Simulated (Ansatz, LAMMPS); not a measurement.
# Relaxing amorphous 84HfO2-16Y2O3 (mol %) (83 atoms)

How does amorphous 84HfO2-16Y2O3 (mol %) (83 atoms) relax, and what do bonds, charges and levels look like afterwards?

Program: Ansatz 0.2.0. Level of theory: Kohn-Sham DFT, PBE, PAW (set soft_2), plane waves. Values are calculated unless marked as measured.

**1. The structure**

The cell holds 83 atoms: 21 Hf, 8 Y and 54 O. Its edges and angles: a = 10.596 Å, b = 10.596 Å, c = 10.596 Å, α = 90.0°, β = 90.0°, γ = 90.0°. 83 atoms (21 Zr, 8 Er, 54 O) placed at random at 5.75 g/cm³, melted at 5000 K for 10 ps at fixed volume with the Morse and Coulomb pair potential with partial charges (Pedone, Malavasi, Menziani, Cormack and Segre, J. Phys. Chem. B 110, 11780 (2006)). Quenched from 5000 K to 300 K at 50 K/ps and fixed volume, held 5 ps, then minimised at fixed cell. Then Zr was replaced by Hf, Er was replaced by Y (the potential has no terms for the new elements, so the cell is a start for a DFT relaxation).

As a file:

```xyz
83
Lattice="10.5958 0.0000 0.0000 0.0000 10.5958 0.0000 0.0000 0.0000 10.5958" Properties=species:S:1:pos:R:3 pbc="T T T"
Hf    1.8834    5.1646    0.1941
Hf    0.2599    4.4252    7.7689
Hf    4.9139    3.7873    4.3668
Hf    8.9459    4.0279   10.4657
Hf    7.4340    4.1425    7.3586
Hf   10.0346    7.4110    1.7368
Hf    9.4024    9.9658    6.2425
Hf    8.7885    9.1786    9.3472
Hf    1.4435    5.0461    4.0937
Hf    1.8374    8.8587    4.1902
Hf    9.4789    6.7136    5.0487
Hf    4.9884    3.8751    0.9242
Hf    7.1958    8.4951    3.2946
Hf    6.4123    7.6484    6.3992
Hf    9.9329    2.3313    4.8214
Hf    2.0728    1.9561    2.6496
Hf    2.3374    1.5227    5.9239
Hf    1.8575    9.2478    0.4758
Hf    6.7703    1.1714    8.9919
Hf    4.4855    7.0543    2.4601
Hf    4.0398    9.4418    7.7025
Y     6.8065    6.6667   10.0993
Y     9.2856    0.5087    1.5261
Y     4.0491    5.1800    7.4135
Y     6.2725    0.9857    5.1379
Y     2.2308    1.9217    9.3716
Y     8.0675    4.4465    2.7278
Y     5.4822   10.3437    0.9437
Y     1.4031    7.6618    7.6080
O     2.1936    0.8375    0.8070
O     5.2915    5.0951    2.7862
O     7.2275    8.0508    8.3587
O     4.0289    2.7950    2.5612
O     1.7560    3.0289    7.3793
O     0.5011    5.8366    6.1686
O     7.6545   10.5231   10.5419
O     0.4347    3.7119    9.8425
O     9.8376    4.3434    4.1725
O     3.8513    5.8496    0.8109
O     8.7252    2.6558    1.3724
O     1.7499    4.1839    2.1392
O     6.8240    3.0282    3.9832
O     6.2347   10.3149    3.0895
O     8.0483    8.5216    5.3100
O     9.0946    5.1324    8.6770
O     2.8088    7.0726    3.6506
O    10.0759    8.6701    7.8011
O     5.2506   10.2854    9.2137
O     8.8964    9.1132    2.3838
O     5.6497    7.5545    4.3004
O     9.3933    3.3887    6.6142
O     2.5995    8.9088    6.1719
O     8.7691    7.6106    0.0638
O     2.3759    0.3279    4.0787
O     3.6943    8.8839    1.4979
O     0.0421    1.4941    2.9824
O     1.1726    7.1424    0.4705
O     8.3128    0.0565    7.9263
O     9.7411    5.3551    1.2154
O     5.6308    9.6742    6.3482
O     4.5744    7.3766    7.4218
O    10.4913    9.9206   10.4322
O     6.4496    2.1776    7.1770
O     7.9375    6.0702    6.2845
O     0.9606    9.0130    2.3218
O     0.2851    6.6520    3.4962
O     8.2762    6.6786    3.3007
O     1.4577    2.9063    4.5497
O     0.3360    0.8375    6.0506
O     8.0003    2.8379    9.1011
O     5.6307    2.0178    0.0800
O     6.9923    4.7136    0.6661
O     6.1875    7.8434    1.5118
O     3.2223    4.7843    5.1775
O     5.7559    4.6420    6.0679
O     8.5217    0.8006    5.0101
O     0.0364    8.5713    5.2253
O     3.2789    3.6303   10.2576
O     1.8521    5.6603    8.5991
O     3.0361    0.6830    7.6859
O     2.5552    8.8992    9.1334
O     5.9988    5.0865    8.6816
O     4.2379    2.0419    5.2733
```

Before any run, some limits are plain. The quench rate of 50 K/ps far exceeds what a furnace or splat quench reaches, so expect more defects and frozen-in strain than in a real sample. The network of bonds at the start is that of the classical potential that made the cell. Only the Γ point is sampled in the main run, in a cell whose shortest periodic width is 11 Å. No spin–orbit coupling is included, so levels derived from the heavy atoms are approximate.

**2. Making the structure**

A classical potential makes the cell, at a small fraction of what the same run would cost in DFT.

This step: classical MD, Morse and Coulomb pair potential with partial charges (Pedone, Malavasi, Menziani, Cormack and Segre, J. Phys. Chem. B 110, 11780 (2006)) (LAMMPS 22 Jul 2025 - Update 4).

in.lmp

```
# melt-quench of Zr21Er8O54
units metal
atom_style charge
boundary p p p
region box block 0 10.5958 0 10.5958 0 10.5958
create_box 3 box
mass 1 91.2240   # Zr
mass 2 167.2590   # Er
mass 3 15.9990   # O
create_atoms 1 random 21 37863 NULL overlap 1.5 maxtry 2000
create_atoms 2 random 8 37870 NULL overlap 1.5 maxtry 2000
create_atoms 3 random 54 37877 NULL overlap 1.5 maxtry 2000
pair_style hybrid/overlay pedone 5.5 coul/long 8.0
pair_coeff * * coul/long
pair_coeff 1 3 pedone 0.206237 2.479675 2.436997 1   # Zr-O
pair_coeff 2 3 pedone 0.040448 2.294078 2.837722 3   # Er-O
pair_coeff 3 3 pedone 0.042395 1.379316 3.618701 22   # O-O
set type 1 charge 2.4
set type 2 charge 1.8
set type 3 charge -1.2
kspace_style pppm 1.0e-4
neigh_modify delay 0 every 1 check yes
thermo_style custom step time temp pe press density
thermo_modify norm yes
timestep 0.002
thermo 100
min_style cg
minimize 1e-4 1e-4 200 2000
reset_timestep 0
velocity all create 5000 37864 mom yes dist gaussian
fix lim all nve/limit 0.05
fix lan all langevin 5000 5000 0.2 37865 zero yes
thermo 500
run 1000 post no
# [... 10 lines left out ...]
thermo 1250
fix md all nvt temp 300 300 0.2
run 2500 post no
unfix md
thermo 100
min_style cg
minimize 0 1e-3 2000 20000
write_dump all custom glass.dump id type xs ys zs modify sort id
```

The run is started by

```sh
$ lmp -in in.lmp -log none -nocite
```

Standard output:

```text
LAMMPS (22 Jul 2025 - Update 4)
Created orthogonal box = (0 0 0) to (10.5958 10.5958 10.5958)
Created 21 atoms
Created 8 atoms
Created 54 atoms
PPPM initialization ...
  G vector (1/distance) = 0.38502016
  grid = 12 12 12
  estimated relative force accuracy = 5.4184781e-05
   Step          Time           Temp          PotEng         Press         Density
         0   0              0             -1.7927906      1117855.3      5.7478421
        69   0.138          0             -13.938283     -4016.2328      5.7478421
Loop time of 0.0297245 s on 1 MPI rank(s) for 69 steps with 83 atoms
Minimization stats:
  Stopping criterion = energy tolerance
[... 36 lines left out ...]
     55000   110            327.50526     -14.117809     -67202.046      5.7478421
     55500   111            295.97343     -14.119115     -62863.922      5.7478421
Loop time of 0.820198 s on 1 MPI rank(s) for 2500 steps with 83 atoms
   Step          Time           Temp          PotEng         Press         Density
     55500   111            295.97343     -14.119115     -62863.922      5.7478421
     55515   111.03         295.97343     -14.158149     -73092.188      5.7478421
Loop time of 0.0382026 s on 1 MPI rank(s) for 15 steps with 83 atoms
Minimization stats:
  Stopping criterion = linesearch alpha is zero
  Energy initial, next-to-last, final =
     -14.1191152751654  -14.1581491505481  -14.1581491505481
  Force two-norm initial, final = 11.632511 0.42499943
  Iterations, force evaluations = 15 63
```

Wall time 22 s (1 thread of Intel Xeon 6975P-C (Granite Rapids), shared host); peak memory 0.074 GiB.

**3. Single point at the start**

The forces at the start show how far the geometry lies from a minimum of this functional.

input.yaml

```yaml
crystal:
  lattice:
    - [10.5958, 0.0, 0.0]
    - [0.0, 10.5958, 0.0]
    - [0.0, 0.0, 10.5958]
  atoms:
    - { symbol: Hf, position: [0.17775, 0.48742, 0.01832] }
    - { symbol: Hf, position: [0.02453, 0.41764, 0.73321] }
    - { symbol: Hf, position: [0.46376, 0.35743, 0.41213] }
    - { symbol: Hf, position: [0.84429, 0.38014, 0.98772] }
    [... 73 atom lines left out ...]
    - { symbol: O, position: [0.30945, 0.34262, 0.96808] }
    - { symbol: O, position: [0.1748, 0.5342, 0.81156] }
    - { symbol: O, position: [0.28654, 0.06446, 0.72537] }
    - { symbol: O, position: [0.24115, 0.83988, 0.86198] }
    - { symbol: O, position: [0.56615, 0.48005, 0.81934] }
    - { symbol: O, position: [0.39996, 0.19271, 0.49768] }
kpoints:
  mp_grid: { grid: [1, 1, 1] }
hamiltonian:
  xc: pbe
scf:
  occupations: { method: fermi_dirac, width: 0.025 }
output:
  forces: true
```

The run is started by

```sh
$ ansatz run input.yaml --threads 4 --pin off --max-ram 8192MiB --backend cpu --events-out ev --progress --plain --runs-dir out
```

Standard output:

```text
Engine: ansatz 0.2.0, x86_64-unknown-linux-gnu
Pseudopotentials: kind: paw
Pseudopotential: Hf, paw, valence charge 26, recommended cutoff 420 eV (normal), Hf.paw.azcp
Pseudopotential: Y, paw, valence charge 11, recommended cutoff 420 eV (normal), Y.paw.azcp
Pseudopotential: O, paw, valence charge 6, recommended cutoff 420 eV (normal), O.paw.azcp
Functional definition: PBE
  parameter kappa = 0.804
  parameter beta = 0.066725
  exchange = pbe_x(kappa = kappa, mu = beta*pi^2/3)
  correlation = pbe_c(beta = beta)
Crystal: 83 atoms, lattice volume = 1189.601 Å³
Basis set: ecut = 420 eV, 23127 PW (Γ), exchange–correlation on 144×144×144 points (8 copies of the dense FFT grid, shifted against one another)
Bands: 562, of which v1, the nominal top of the filled ones, is band 479 counted from 1 (478 counted from 0)
Symmetry: 1 space group operations
Space group: P1 (ITA 1), of the structure as read, at distance tolerance 1.1e-4 Å
k-points: 1
Non-local potential: Hf, projectors of the file, l = 0: 3, l = 1: 2, l = 2: 2, l = 3: 3
Non-local potential: Y, projectors of the file, l = 0: 3, l = 1: 2, l = 2: 2, l = 3: 1
Non-local potential: O, projectors of the file, l = 0: 2, l = 1: 2, l = 2: 1
PAW form: soft (Blöchl's): semilocal exchange-correlation on the pseudo side does not see the compensation charge
PAW one-centre angular grid: Hf, 590 points (default); XC on 64 Gauss nodes
PAW one-centre angular grid: Y, 590 points (default); XC on 64 Gauss nodes
PAW one-centre angular grid: O, 110 points (default); XC on 64 Gauss nodes
Initial density: superposition of atomic densities (neutral atoms: chi_scale 0, normalization atom), corrected by the library's trained network
Initial wavefunctions: pseudopotential atomic-orbital guess
Functional: x = pbe(κ = 0.804, μ = 0.219515), c = pbe(β = 0.066725)
SCF iter   1: F=—  HF=-391720.790563 eV  |F-HF|=—  |Δ(HF+E_count)|=         —  Δρ=3.42e-3  dr2=1.43e-1  ethr=1.77e-3  ⟨swp⟩=5.0  Hψ=1753  notcnv=0  defer=51
preconditioner: auto → Resta (q_TF=auto, 2.632 Å⁻¹)  ε∞=4.7  [insulator: Δε(μ)=3.444 eV  Ē_g=16.755 eV  σ=0.025 eV  W_gap=1.00  n_scr=364 (ndim 8)  ℏωp=32.3 eV  f_vac=0.118  D(μ)=0.00/eV (n_scr^D=0)  ε∞_Penn≈4.7]
SCF iter   2: F=—  HF=-391720.785807 eV  |F-HF|=—  |Δ(HF+E_count)|=   4.76e-3  Δρ=1.73e-3  dr2=2.87e-2  ethr=1.49e-5  ⟨swp⟩=2.0  Hψ=1016  notcnv=0  defer=77
SCF iter   3: F=—  HF=-391720.787953 eV  |F-HF|=—  |Δ(HF+E_count)|=   2.15e-3  Δρ=7.67e-4  dr2=9.23e-3  ethr=3.00e-6  ⟨swp⟩=2.0  Hψ=803  notcnv=0  defer=70
automatic band count: iteration 3 solves 555 bands in place of 562: the levels show a gap, and the empty bands left out lie too high to hold charge; the band table lists the bands solved (type scf.n_extra_bands for more)
SCF iter   4: F=—  HF=-391720.789248 eV  |F-HF|=—  |Δ(HF+E_count)|=   1.30e-3  Δρ=2.05e-4  dr2=7.44e-4  ethr=9.63e-7  ⟨swp⟩=2.0  Hψ=870  notcnv=0  defer=70
SCF iter   5: F=—  HF=-391720.789611 eV  |F-HF|=—  |Δ(HF+E_count)|=   3.63e-4  Δρ=1.32e-4  dr2=2.43e-4  ethr=7.76e-8  ⟨swp⟩=2.0  Hψ=964  notcnv=0  defer=70
SCF iter   6: F=—  HF=-391720.789719 eV  |F-HF|=—  |Δ(HF+E_count)|=   1.08e-4  Δρ=4.38e-5  dr2=3.14e-5  ethr=2.54e-8  ⟨swp⟩=2.0  Hψ=964  notcnv=0  defer=70
SCF iter   7: F=—  HF=-391720.792140 eV  |F-HF|=—  |Δ(HF+E_count)|=   2.42e-3  Δρ=3.00e-5  dr2=1.24e-5  ethr=3.28e-9  ⟨swp⟩=2.0  Hψ=1024  notcnv=0  defer=70
SCF iter   8: F=—  HF=-391720.792146 eV  |F-HF|=—  |Δ(HF+E_count)|=   5.73e-6  Δρ=1.46e-5  dr2=2.79e-6  ethr=1.30e-9  ⟨swp⟩=2.0  Hψ=962  notcnv=0  defer=70
SCF iter   9: F=—  HF=-391720.792147 eV  |F-HF|=—  |Δ(HF+E_count)|=   1.79e-6  Δρ=4.12e-6  dr2=2.93e-7  ethr=2.92e-10  ⟨swp⟩=2.0  Hψ=872  notcnv=0  defer=70
SCF iter  10: F=—  HF=-391720.792148 eV  |F-HF|=—  |Δ(HF+E_count)|=   3.60e-7  Δρ=3.93e-6  dr2=1.71e-7  ethr=1.04e-11  ⟨swp⟩=4.0  Hψ=1826  notcnv=0
SCF iter  11: F=-391720.792148 eV  HF=-391720.792148 eV  |F-HF|=2.10e-9  |Δ(HF+E_count)|=    0.00e0  Δρ=1.35e-6  dr2=2.22e-8  ethr=1.04e-11  ⟨swp⟩=4.0  Hψ=1809  notcnv=0
SCF 1 converged in 11 iterations: F = -391720.792148 eV  dr2 = 2.22e-8
  greatest PAW one-centre occupation: 0.999 electrons in one spin orbital (limit 2), on the Hf atom at site 20 (counted from 0), in its partial waves of l = 0
SCF converged after 11 iterations
Free energy (F): -391720.792148 eV
Harris-Foulkes:  -391720.792148 eV  (|F-HF|=2.10e-9)
Internal energy: -391720.792148 eV  (E = F + TS)
E sigma→0 (E₀):  -391720.792148 eV
Fermi energy:    11.930082 eV
--- Per-component energies (eV) ---
  E_band       = -3823.507036
  E_kinetic    = 20621.168676
  E_local      = -172921.245744  (includes V_loc(G=0)·N_el)
  E_nonlocal   = -23132.346875
  E_hartree    = 78114.644412
  E_xc         = -11647.483022
  E_vxc        = -12232.759865  (∫ρ·V_xc dr)
  E_paw        = -176584.333784  (= ΣΔE_a)
  E_vpaw       = 27612.245995  (= ΣTr[D̂ρ^β])
  E_aug_tail   = 0.132262  (compensation charges beyond the density's cutoff)
  E_ewald      = -106171.328073
  E_smearing   = -0.000000  (= −TS)
  E_closure    = -0.000000  (closes the sum)
  Σ components = -391720.792148   (vs F -391720.792148, Δ=0.00e0)
--- Forces (eV/Å), atoms counted from 1 ---
  atom   1  Hf    -0.28172511     0.33855125     0.79353616
  atom   2  Hf    -0.96159450    -0.41364698    -0.09548430
  atom   3  Hf     0.16014229     0.64325306     0.16679790
  atom   4  Hf     0.71118559    -0.99680779    -0.02739703
  atom   5  Hf    -0.34188746    -0.36665975     0.63328422
  atom   6  Hf    -0.20062259    -0.24572442    -0.44714348
  atom   7  Hf     0.22768324     0.87920956     0.37055707
  atom   8  Hf     0.56016491    -0.42897581    -0.24666648
  atom   9  Hf     0.57552519    -0.31869265    -0.64380412
  atom  10  Hf    -0.29257315    -0.35419779    -0.22977427
  atom  11  Hf    -1.07308223     0.24913647     0.16485457
  atom  12  Hf    -0.62436497    -0.84002553     0.37667425
  atom  13  Hf    -0.51256500     0.50214605    -0.45294442
  atom  14  Hf    -0.12705514     0.07119401     0.38772958
[...]
atom  82  O     -0.07443265    -0.08292833    -0.51145986
  atom  83  O     -0.03274433    -0.00757601    -0.08490330
  max |Σ_I F_I| component: 5.29e-5 eV/Å
```

Wall time 19 s (4 threads of Intel Xeon 6975P-C (Granite Rapids), shared host); peak memory 2 GiB.

Numbers from this run:

| Quantity | Value |
| --- | --- |
| free energy | -391720.7921 eV |
| free energy per atom | -4719.5276 eV/atom |
| SCF cycles | 11 |
| r.m.s. force component | 0.3641 eV/Å |
| longest force | 1.716 eV/Å |
| Fermi energy | 11.93 eV |

The r.m.s. force component of 0.36 eV/Å sets the starting point.

Neighbours are counted within 2.82 Å (O-Hf), 3.00 Å (O-Y).

Length of the force by element and coordination:

| element | coordination | atoms | mean length of the force (eV/Å) | spread | least | most |
| --- | --- | --- | --- | --- | --- | --- |
| Hf | all | 21 | 0.869 | 0.307 | 0.414 | 1.72 |
| Hf | 6 | 17 | 0.875 | 0.327 | 0.414 | 1.72 |
| Hf | 7 | 4 | 0.848 | 0.205 | 0.548 | 1.11 |
| O | all | 54 | 0.420 | 0.174 | 0.0913 | 0.932 |
| O | 3 | 41 | 0.412 | 0.151 | 0.0913 | 0.773 |
| O | 4 | 13 | 0.445 | 0.231 | 0.189 | 0.932 |
| Y | all | 8 | 0.659 | 0.254 | 0.367 | 1.09 |
| Y | 5 | 4 | 0.650 | 0.255 | 0.482 | 1.09 |
| Y | 6 | 3 | 0.657 | 0.292 | 0.367 | 1.06 |
| Y | 7 | 1 | 0.696 | 0 | 0.696 | 0.696 |

(Part 1 of 4 ends here.)

[Long decimals in the printed logs are rounded to 6 places.]

[Logs are printed without paths, hosts, clocks, repeated set-up lines and the standing remarks that a program may print on its own settings, such as how far it seeks lower states.]

[Hosts, paths, dates, database ids (printed as entryN), source tags and the programs' standing remarks are cut or masked in the printed files.]

[A walk said to have stopped at its limit may instead have ended on an SCF cycle that didn't converge.]
